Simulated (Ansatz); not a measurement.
**How many bands does the GW gap of GaN (P6_3mc) need?**

Aim: see how the G0W0 gap of GaN (P6_3mc) on PBE moves with empty bands and screening cutoff, and what each rung costs.

Main program and level: Ansatz 0.2.0; G0W0 on PBE, plane waves, PAW.

The database entry behind the starting cell has ideal inner coordinates that were not refined, so it need not match the best structure at ambient conditions.

### 1. Set-up

The structure is hexagonal, space group P6_3mc (No. 186). The conventional cell has a = 3.190 Å, b = 3.190 Å, c = 5.189 Å, α = 90.00°, β = 90.00°, γ = 120.00°. Nearest to Ga lie 4 N at 1.95 Å. Nearest to N lie 4 Ga at 1.95 Å. Farther neighbours and most contacts between anions are not listed.

The cell and positions come from the Crystallography Open Database and are kept as given unless a step says otherwise. The default PAW set here is soft_2. Its files were made with PBE.

### 2. 48 empty bands, screening to 60 eV

Now the one-shot GW correction: screening in the RPA, then the self-energy of the levels asked for.

input.yaml reads:

```yaml
crystal:
  lattice:
    - [3.19, 0.0, 0.0]
    - [-1.595, 2.7626210381, 0.0]
    - [0.0, 0.0, 5.189]
  atoms:
    - { symbol: Ga, position: [0.6666666667, 0.3333333333, 0.0] }
    - { symbol: Ga, position: [0.3333333333, 0.6666666667, 0.5] }
    - { symbol: "N", position: [0.6666666667, 0.3333333333, 0.375] }
    - { symbol: "N", position: [0.3333333333, 0.6666666667, 0.875] }
kpoints:
  mp_grid: { grid: [6, 6, 4] }
hamiltonian:
  xc: pbe
scf:
  occupations: { method: fixed }
gw:
  n_empty_bands: 48
  ecut_chi: 60
  qp_bands: [v2, c2]
  qp_kpoints: band_edges
  screening: { model: contour_deformation }
```

The run is started by

```
ansatz run input.yaml --threads 3 --pin off --max-ram 92160MiB --backend cuda --events-out ev --progress --plain --runs-dir out --devices 1 --max-vram 13GiB  # rebuilt from the run's record
```

Numbers of over 12 decimals in the logs are rounded to 6 here.

Output:

```text
GPUs: using 1 of 1 available (devices: 1).
Engine: ansatz 0.2.0, x86_64-unknown-linux-gnu
Pseudopotentials: kind: paw
Pseudopotential: Ga, paw, valence charge 13, recommended cutoff 420 eV (normal), Ga.paw.azcp
Pseudopotential: N, paw, valence charge 5, recommended cutoff 420 eV (normal), N.paw.azcp
Functional definition: PBE
  parameter kappa = 0.804
  parameter beta = 0.066725
  exchange = pbe_x(kappa = kappa, mu = beta*pi^2/3)
  correlation = pbe_c(beta = beta)
device memory: the entry about to start is reckoned to put 0.6 GiB on a device that reports 47.4 GiB free (of which the cap on the GPU budget leaves the run 13.0 GiB)
GPU FFT provider: cuFFT
GPU libraries: cuBLAS 13.8.2, cuFFT 12.4.0, cuSOLVER 12.3.4
Crystal: 4 atoms, lattice volume = 45.729 Å³
Basis set: ecut = 420 eV, 917 PW (Γ)
Bands: 22, of which v1, the nominal top of the filled ones, is band 18 counted from 1 (17 counted from 0)
Symmetry: 12 space group operations
Space group: P63mc (ITA 186), of the structure as read, at distance tolerance 3.6e-5 Å
k-points: 21 of 144 (time reversal used)
Non-local potential: Ga, projectors of the file, l = 0: 2, l = 1: 2, l = 2: 3, l = 3: 1
Non-local potential: N, projectors of the file, l = 0: 2, l = 1: 2, l = 2: 1
PAW form: soft (Blöchl's): semilocal exchange-correlation on the pseudo side does not see the compensation charge
PAW one-centre angular grid: Ga, 590 points (default); XC on 64 Gauss nodes
PAW one-centre angular grid: N, 110 points (default); XC on 64 Gauss nodes
Initial density: superposition of atomic densities (neutral atoms: chi_scale 0, normalization atom), corrected by the library's trained network
Initial wavefunctions: pseudopotential atomic-orbital guess
GPU buffer pool allocated for 20736 grid points (all kernels)
GPU transforms: local potential and band sums: pruned to the plane-wave sphere, on 24×24×36
Functional: x = pbe(κ = 0.804, μ = 0.219515), c = pbe(β = 0.066725)
SCF iter   1: F=—  HF=-8335.810736 eV  |F-HF|=—  |Δ(HF+E_count)|=         —  Δρ=7.81e-4  dr2=1.40e-4  ethr=1.77e-3  ⟨swp⟩=3.3  Hψ=1750  notcnv=0  defer=13
preconditioner: auto → Resta (q_TF=auto, 2.622 Å⁻¹)  ε∞=5.0  [insulator: Δε(μ)=1.883 eV  Ē_g=16.570 eV  n_scr=22 (ndim 8)  ℏωp=32.9 eV  f_vac=0.009  ε∞_Penn≈5.0]
SCF iter   2: F=—  HF=-8335.811261 eV  |F-HF|=—  |Δ(HF+E_count)|=   5.25e-4  Δρ=3.95e-4  dr2=2.53e-5  ethr=3.88e-7  ⟨swp⟩=2.2  Hψ=1053  notcnv=0  defer=40
SCF iter   3: F=—  HF=-8335.811366 eV  |F-HF|=—  |Δ(HF+E_count)|=   1.05e-4  Δρ=2.10e-4  dr2=8.50e-6  ethr=7.02e-8  ⟨swp⟩=2.0  Hψ=782  notcnv=0  defer=8
SCF iter   4: F=—  HF=-8335.811407 eV  |F-HF|=—  |Δ(HF+E_count)|=   4.06e-5  Δρ=4.85e-5  dr2=8.19e-7  ethr=2.36e-8  ⟨swp⟩=2.0  Hψ=834  notcnv=0  defer=40
iter 5 did not close the SCF: its close was put off for the readings that it lacked (scf_convergence_deferred on its scf_iter line)
SCF iter   5: F=-8335.811409 eV  HF=-8335.811409 eV  |F-HF|=1.92e-7  |Δ(HF+E_count)|=   1.90e-6  Δρ=1.68e-5  dr2=9.42e-8  ethr=2.27e-9  ⟨swp⟩=2.0  Hψ=833  notcnv=0  defer=41
SCF iter   6: F=-8335.811409 eV  HF=-8335.811409 eV  |F-HF|=4.83e-9  |Δ(HF+E_count)|=   2.13e-7  Δρ=4.27e-6  dr2=6.44e-9  ethr=2.62e-10  ⟨swp⟩=3.0  Hψ=1789  notcnv=0
SCF 1 converged in 6 iterations: F = -8335.811409 eV  dr2 = 6.44e-9
  greatest PAW one-centre occupation: 0.995 electrons in one spin orbital (limit 2), on the Ga atom at site 0 (counted from 0), in its partial waves of l = 2
device memory: the entry about to start is reckoned to put 0.7 GiB on a device that reports 43.9 GiB free (of which the cap on the GPU budget leaves the run 13.0 GiB)
NSCF: frozen V_eff on 21 k-points, pencils in batches of 32, up to order 88
the band table was solved once the SCF had ended and its energy, with any forces and stress, was formed, with the checks that follow a solve (1889 applications of the Hamiltonian). They found nothing against the state; the energy, forces and stress were not computed again (output.eigenvalues in the input reference)
device memory: the entry about to start is reckoned to put 1.5 GiB on a device that reports 43.8 GiB free (of which the cap on the GPU budget leaves the run 13.0 GiB)
NSCF: frozen V_eff on 21 k-points
G₀W₀ screening: q 1/21
[... further progress lines ...]
SCF converged after 6 iterations
Free energy (F): -8335.811409 eV
Harris-Foulkes:  -8335.811409 eV  (|F-HF|=4.83e-9)
Internal energy: -8335.811409 eV  (E = F + TS)
E sigma→0 (E₀):  -8335.811409 eV
Fermi energy:    9.692075 eV
--- Per-component energies (eV) ---
  E_band       = -10.535397
  E_kinetic    = 494.519150
  E_local      = -3905.775046  (includes V_loc(G=0)·N_el)
  E_nonlocal   = 948.840992
  E_hartree    = 1797.598317
  E_xc         = -257.641510
  E_vxc        = -268.344821  (∫ρ·V_xc dr)
  E_paw        = -4240.844893  (= ΣΔE_a)
  E_vpaw       = -874.973783  (= ΣTr[D̂ρ^β])
  E_aug_tail   = 0.000128  (compensation charges beyond the density's cutoff)
  E_ewald      = -3172.508547
  E_smearing   = -0.000000  (= −TS)
  E_closure    = 0.000000  (closes the sum)
  Σ components = -8335.811409   (vs F -8335.811409, Δ=0.00e0)
--- Band table (eV; the first three rows and the last of 21) ---
  k-point 0: bands = [... 14 lower, 8.6474, 9.6278, 9.6921, 9.6921, 11.5806, 13.9342, 18.8719, 19.5675]
  k-point 1: bands = [... 14 lower, 8.7941, 8.7941, 9.5324, 9.5324, 12.7783, 14.0378, 18.4856, 19.2483]
  k-point 2: bands = [... 14 lower, 9.1568, 9.1568, 9.1568, 9.1568, 13.9164, 13.9164, 18.1708, 18.1708]
  k-point 20: bands = [... 14 lower, 5.5188, 5.5188, 8.1992, 8.1992, 16.1062, 16.1062, 16.9875, 16.9875]
--- G₀W₀: contour deformation, 6 samples at zero and on the imaginary axis and 2 off it, 144 q-points, 48 empty bands' worth ---
  eigenvalues of the whole cell's RPA ε∞ on this k-mesh (on a slab, of 1 + 4πα/V) = 6.1263, 6.1263, 6.1278; static W/v taken at q = 0 is 0.163219
  bands read: the sum over 66 bands ends inside a degenerate multiplet in 1 slot, whose members it reads at an even weight; the widest, k=1: bands 66 to 67 (counted from 1) at 1/2 each
  gw.qp_kpoints: band_edges: 15 of 21 stored k-points solved, in 1 pass; an edge of the gap read off the rows below is read off those points alone
    valence top: of the k-points left out ik 12 came nearest to being solved in a further pass, in band 18 (counted from 1, as in the quasiparticle table): it holds the edge there only if its correction is more favourable than any solved in that band by at least 0.924 eV; those differ by 0.401 eV
    conduction bottom: of the k-points left out ik 12 came nearest to being solved in a further pass, in band 19 (counted from 1, as in the quasiparticle table): it holds the edge there only if its correction is more favourable than any solved in that band by at least 2.581 eV; those differ by 0.760 eV
  `?` marks the rows in doubt; gw_qp.tsv's column doubts and the gw_qp event give each row's grounds
    ik  band        ε_KS         Σx   Σc(E_QP)       V_xc       Z   E_QP_lin       E_QP  E_QP is
     0    17      9.6921   -23.8523     3.5068   -20.2232  0.7761     9.5696     9.5698  root
     0    18      9.6921   -23.8523     3.5068   -20.2232  0.7761     9.5696     9.5698  root
     0    19     11.5806   -11.5318    -3.3731   -15.7615  0.8107    12.4466    12.4372  root
     0    20     13.9342   -10.1728    -4.0589   -15.2781  0.8132    14.9981    14.9806  root
     1    17      9.5324   -23.7165     3.5479   -20.0228  0.7755     9.3863     9.3866  root
     1    18      9.5324   -23.7165     3.5479   -20.0228  0.7755     9.3863     9.3866  root
     1    19     12.7783   -12.2011    -3.2892   -16.4856  0.8011    13.7880    13.7737  root
     1    20     14.0378   -10.1538    -4.0759   -15.2986  0.8104    15.1255    15.1066  root
     2    17      9.1568   -23.3769     3.6287   -19.5525  0.7741     8.9606     8.9611  root
     2    18      9.1568   -23.3769     3.6287   -19.5525  0.7741     8.9606     8.9611  root
     2    19     13.9164   -10.8533    -3.9199   -15.8803  0.8012    15.0445    15.0234  root
     2    20     13.9164   -10.8533    -3.9199   -15.8803  0.8012    15.0445    15.0234  root
     3    17      9.3416   -23.3861     3.5234   -19.7063  0.7754     9.1850     9.1853  root
     3    18      9.4554   -23.6096     3.5622   -19.8972  0.7752     9.3049     9.3052  root
     3    19     13.1071   -12.0107    -3.3873   -16.4345  0.7998    14.1600    14.1438  root
     3    20     15.2102   -10.4432    -4.2340   -15.8901  0.8025    16.4514    16.4231  root
     4    17      8.9767   -23.1163     3.6013   -19.2909  0.7739     8.7518     8.7525  root
     4    18      9.2447   -23.4126     3.6008   -19.6279  0.7745     9.0603     9.0608  root
     4    19     13.6835   -11.5171    -3.6284   -16.2238  0.7975    14.7810    14.7618  root
     4    20     15.2762   -10.4244    -4.2820   -15.9381  0.7986    16.5383    16.5079  root
     5    17      8.7641   -22.9721     3.6862   -19.0357  0.7725     8.5130     8.5139  root
     5    18      8.7641   -22.9721     3.6862   -19.0357  0.7725     8.5130     8.5139  root
     5    19     14.8185   -10.7499    -4.1119   -16.0394  0.7926    16.0232    15.9961  root
     5    20     14.8185   -10.7499    -4.1119   -16.0394  0.7926    16.0232    15.9961  root
[...]
17    20     15.1106    -9.5032    -4.0987   -14.4774  0.8069    15.9987    15.9862  root
    18    17      6.6890   -21.3885     4.0140   -16.8725  0.7579     6.1820     6.1870  root
    18    18      7.0043   -21.7032     3.9889   -17.1906  0.7612     6.4753     6.4805  root
    18    19     14.8204    -7.4354    -3.9800   -11.8328  0.8197    15.2401    15.2378  root
    18    20     17.4703   -11.2738    -4.9704   -17.8980  0.7710    19.2258    19.1241  root ?
    20    17      8.1992   -22.2730     3.7764   -18.2362  0.7693     7.9377     7.9388  root
    20    18      8.1992   -22.2730     3.7764   -18.2362  0.7693     7.9377     7.9388  root
    20    19     16.1062    -9.5272    -4.4080   -14.9663  0.8069    17.1572    17.1374  root
    20    20     16.1062    -9.5272    -4.4080   -14.9663  0.8069    17.1572    17.1374  root
```

Elapsed: 13 s, on 1 × NVIDIA H100 80GB HBM3 (shared by 6 runs) with 3 threads of AMD EPYC 7R13 (Zen 3), shared host; peak memory 1 GiB; 17 s of CPU time.

Reading the cycles: dr2 is the Hartree energy of the density residual (eV), the measure of convergence; HF is the Harris–Foulkes estimate of the energy, which meets the free energy F at convergence.

This step gave:

| Item | Value |
| --- | --- |
| bands summed | 66 |
| RPA ε∞ on this mesh (eigenvalues) | 6.126, 6.126, 6.128 |
| plane waves in the screening matrix | 43 |
| q-points in the mesh | 144 |
| G0W0 gap on the mesh | 2.867 eV |
| k of the valence top | 0, 0, 0 |
| k of the conduction bottom | 0, 0, 0 |
| starting gap on the mesh | 1.889 eV |
| Z at the valence top | 0.7761 |
| Z at the conduction bottom | 0.8107 |
| least direct G0W0 gap on the computed points | 2.867 eV |

The gap on the mesh goes from 1.89 eV to 2.87 eV, a correction of +0.98 eV. Between the two edge states, bare exchange in place of the xc potential would open the gap by 7.86 eV, and correlation takes back 6.88 eV.

### 3. 136 empty bands, screening to 120 eV

Bands and screening cutoff are moved together, since each hides the error of the other.

Changes to input.yaml since step 2:

```diff
@@ -17,4 +17,4 @@
 gw:
-  n_empty_bands: 48
-  ecut_chi: 60
+  n_empty_bands: 136
+  ecut_chi: 120
   qp_bands: [v2, c2]
```

Output:

```text
GPUs: using 1 of 1 available (devices: 1).
[...]
GPU FFT provider: cuFFT
GPU libraries: cuBLAS 13.8.2, cuFFT 12.4.0, cuSOLVER 12.3.4
Crystal: 4 atoms, lattice volume = 45.729 Å³
Basis set: ecut = 420 eV, 917 PW (Γ)
Bands: 22, of which v1, the nominal top of the filled ones, is band 18 counted from 1 (17 counted from 0)
Symmetry: 12 space group operations
[...]
k-points: 21 of 144 (time reversal used)
[...]
GPU buffer pool allocated for 20736 grid points (all kernels)
[...]
SCF iter   1: F=—  HF=-8335.810736 eV  |F-HF|=—  |Δ(HF+E_count)|=         —  Δρ=7.81e-4  dr2=1.40e-4  ethr=1.77e-3  ⟨swp⟩=3.3  Hψ=1750  notcnv=0  defer=13
[...]
SCF iter   6: F=-8335.811409 eV  HF=-8335.811409 eV  |F-HF|=4.83e-9  |Δ(HF+E_count)|=   2.13e-7  Δρ=4.27e-6  dr2=6.44e-9  ethr=2.62e-10  ⟨swp⟩=3.0  Hψ=1789  notcnv=0
SCF 1 converged in 6 iterations: F = -8335.811409 eV  dr2 = 6.44e-9
[...]
NSCF: frozen V_eff on 21 k-points, pencils in batches of 32, up to order 88
[...]
NSCF: frozen V_eff on 21 k-points
G₀W₀ screening: q 1/21
[... further progress lines ...]
SCF converged after 6 iterations
Free energy (F): -8335.811409 eV
[...]
Internal energy: -8335.811409 eV  (E = F + TS)
E sigma→0 (E₀):  -8335.811409 eV
Fermi energy:    9.692075 eV
[...]
--- Band table (eV; the first three rows and the last of 21) ---
  k-point 0: bands = [... 14 lower, 8.6474, 9.6278, 9.6921, 9.6921, 11.5806, 13.9342, 18.8719, 19.5675]
  k-point 1: bands = [... 14 lower, 8.7941, 8.7941, 9.5324, 9.5324, 12.7783, 14.0378, 18.4856, 19.2483]
  k-point 2: bands = [... 14 lower, 9.1568, 9.1568, 9.1568, 9.1568, 13.9164, 13.9164, 18.1708, 18.1708]
  k-point 20: bands = [... 14 lower, 5.5188, 5.5188, 8.1992, 8.1992, 16.1062, 16.1062, 16.9875, 16.9875]
[...]
0    17      9.6921   -23.8523     3.1134   -20.2232  0.7707     9.1726     9.1763  root
     0    18      9.6921   -23.8523     3.1134   -20.2232  0.7707     9.1726     9.1763  root
     0    19     11.5806   -11.5318    -3.6269   -15.7615  0.8051    12.1874    12.1834  root
     0    20     13.9342   -10.1728    -4.3969   -15.2781  0.8107    14.6493    14.6425  root
     1    17      9.5324   -23.7165     3.1573   -20.0228  0.7703     8.9920     8.9960  root
     1    18      9.5324   -23.7165     3.1573   -20.0228  0.7703     8.9920     8.9960  root
     1    19     12.7783   -12.2011    -3.6187   -16.4856  0.7958    13.4496    13.4442  root
     1    20     14.0378   -10.1538    -4.4200   -15.2986  0.8075    14.7698    14.7625  root
[...]
20    17      8.1992   -22.2730     3.3886   -18.2362  0.7653     7.5442     7.5510  root
    20    18      8.1992   -22.2730     3.3886   -18.2362  0.7653     7.5442     7.5510  root
    20    19     16.1062    -9.5272    -4.7433   -14.9663  0.8053    16.8099    16.8021  root
    20    20     16.1062    -9.5272    -4.7433   -14.9663  0.8053    16.8099    16.8021  root
```

Elapsed: 19 s, on 1 × NVIDIA H100 80GB HBM3 (shared by 6 runs) with 3 threads; peak memory 1.2 GiB; 27 s of CPU time.

Numbers from this step:

| Property | Result |
| --- | --- |
| bands summed | 154 |
| RPA ε∞ on this mesh (eigenvalues) | 5.996, 6.040, 6.040 |
| plane waves in the screening matrix | 135 |
| q-points in the mesh | 144 |
| G0W0 gap on the mesh | 3.007 eV |
| k of the valence top | 0, 0, 0 |
| k of the conduction bottom | 0, 0, 0 |
| starting gap on the mesh | 1.889 eV |
| Z at the valence top | 0.7707 |
| Z at the conduction bottom | 0.8051 |
| least direct G0W0 gap on the computed points | 3.007 eV |

Against the run with 6×6×4 mesh, 48 empty bands, screening to 60 eV, the gap moves by +0.14 eV.

### 4. 293 empty bands, screening to 200 eV

Changes to input.yaml since step 3:

```diff
@@ -17,4 +17,4 @@
 gw:
-  n_empty_bands: 136
-  ecut_chi: 120
+  n_empty_bands: 293
+  ecut_chi: 200.0
   qp_bands: [v2, c2]
```

Output:

```text
GPUs: using 1 of 1 available (devices: 1).
[...]
GPU FFT provider: cuFFT
GPU libraries: cuBLAS 13.8.2, cuFFT 12.4.0, cuSOLVER 12.3.4
Crystal: 4 atoms, lattice volume = 45.729 Å³
Basis set: ecut = 420 eV, 917 PW (Γ)
Bands: 22, of which v1, the nominal top of the filled ones, is band 18 counted from 1 (17 counted from 0)
Symmetry: 12 space group operations
[...]
k-points: 21 of 144 (time reversal used)
[...]
1    20     14.0378   -10.1538    -4.6457   -15.2986  0.8064    14.5399    14.5368  root
[...]
20    17      8.1992   -22.2730     3.1548   -18.2362  0.7630     7.3036     7.3173  root
    20    18      8.1992   -22.2730     3.1548   -18.2362  0.7630     7.3036     7.3173  root
    20    19     16.1062    -9.5272    -4.9331   -14.9663  0.8045    16.6161    16.6123  root
    20    20     16.1062    -9.5272    -4.9331   -14.9663  0.8045    16.6161    16.6123  root
[key lines of the parts left out:]
SCF converged after 6 iterations
Free energy (F): -8335.811409 eV
Fermi energy:    9.692075 eV
```

It took 31 s on 1 × NVIDIA H100 80GB HBM3 (shared by 6 runs) with 3 threads; peak memory 1.5 GiB.

This step gave:

| Quantity | Value |
| --- | --- |
| bands summed | 311 |
| RPA ε∞ on this mesh (eigenvalues) | 5.969, 6.004, 6.004 |
| plane waves in the screening matrix | 311 |
| G0W0 gap on the mesh | 3.022 eV |
| k of the valence top | 0, 0, 0 |
| k of the conduction bottom | 0, 0, 0 |
| starting gap on the mesh | 1.889 eV |
| least direct G0W0 gap on the computed points | 3.022 eV |

Against the run with 6×6×4 mesh, 136 empty bands, screening to 120 eV, the gap moves by +0.014 eV.

### 5. Changing the k mesh: 6×6×2 mesh, 136 empty bands, screening to 120 eV

A second mesh at equal bands and cutoff isolates the sampling error. Bands and cutoff differ from the step before, so it is read against an earlier run that matches them.

Changes to input.yaml since step 4:

```diff
@@ -11,3 +11,3 @@
 kpoints:
-  mp_grid: { grid: [6, 6, 4] }
+  mp_grid: { grid: [6, 6, 2] }
 hamiltonian:
@@ -17,4 +17,4 @@
 gw:
-  n_empty_bands: 293
-  ecut_chi: 200.0
+  n_empty_bands: 136
+  ecut_chi: 120
   qp_bands: [v2, c2]
```

Output:

```text
GPUs: using 1 of 1 available (devices: 1).
[...]
GPU FFT provider: cuFFT
GPU libraries: cuBLAS 13.8.2, cuFFT 12.4.0, cuSOLVER 12.3.4
Crystal: 4 atoms, lattice volume = 45.729 Å³
Basis set: ecut = 420 eV, 917 PW (Γ)
Bands: 22, of which v1, the nominal top of the filled ones, is band 18 counted from 1 (17 counted from 0)
Symmetry: 12 space group operations
[...]
k-points: 14 of 72
[...]
1    20     13.9159   -10.8696    -4.2781   -15.8805  0.7926    14.6585    14.6486  root
[...]
13    17      8.1988   -22.3406     3.4667   -18.2369  0.7593     7.5534     7.5619  root
    13    18      8.1988   -22.3406     3.4667   -18.2369  0.7593     7.5534     7.5619  root
    13    19     16.1065    -9.4650    -4.8250   -14.9666  0.7976    16.7932    16.7830  root
    13    20     16.1065    -9.4650    -4.8250   -14.9666  0.7976    16.7932    16.7830  root
[key lines of the parts left out:]
SCF converged after 6 iterations
Free energy (F): -8335.811087 eV
Fermi energy:    9.690659 eV
```

The job ended after 14 s (1 × NVIDIA H100 80GB HBM3 (shared by 6 runs) with 3 threads; peak memory 1.1 GiB; 18 s of CPU time).

This step gave:

* bands summed: 154
* RPA ε∞ on this mesh (eigenvalues): 6.470, 6.470, 6.574
* plane waves in the screening matrix: 135
* G0W0 gap on the mesh: 2.972 eV
* k of the valence top: 0, 0, 0
* k of the conduction bottom: 0, 0, 0
* starting gap on the mesh: 1.890 eV
* least direct G0W0 gap on the computed points: 2.972 eV

Against the run with 6×6×4 mesh, 136 empty bands, screening to 120 eV, the gap moves by −0.04 eV.

[end of part 1 of 2]

[Paths, hosts, dates, memory and timing lines, banners, echoed tables and standing remarks are left out of the program output.]

[Logs are printed without paths, hosts, clocks, repeated set-up lines and the standing remarks that a program may print on its own settings, such as how far it seeks lower states.]

[Runs of the session that timed out or met a known fault of the program may be left out.]

[Cells called generated may have been cut or substituted from an entry of the Crystallography Open Database or the Materials Project.]

[Hosts, paths, dates, database ids (printed as entryN), source tags and the programs' standing remarks are cut or masked in the printed files.]
